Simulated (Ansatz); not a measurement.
# Reading EPR parameters

A crystal has the composition M2O3, where M is a 3d element. A calculation (PBE+U, spin-orbit coupling in second variation, Ansatz) gives:

| Quantity | Value |
| --- | --- |
| S | 5/2 |
| g, averaged over the cell's ions | ⊥ 2.0101, ∥ 2.0106 |
| D, with anisotropic exchange | -0.143 cm⁻¹ (-4.28 GHz) |
| moment in its sphere | 3.78 μB |

**Question.** Which ion is it, and why?

The crystal is Fe2O3 (Hematite), space group R-3c. The spin sits on Fe, with 6 O at 1.95 to 2.12 Å round it. With the usual charges of the other elements M must be +3. The high-spin ion of that charge with S = 5/2 in this row is Fe³⁺ high-spin d⁵. Low-spin ions are left aside. The shift from the free-electron value is small, as for a half-filled shell without orbital momentum.

[Hosts, paths, dates, database ids (printed as entryN), source tags and the programs' standing remarks are cut or masked in the printed files.]
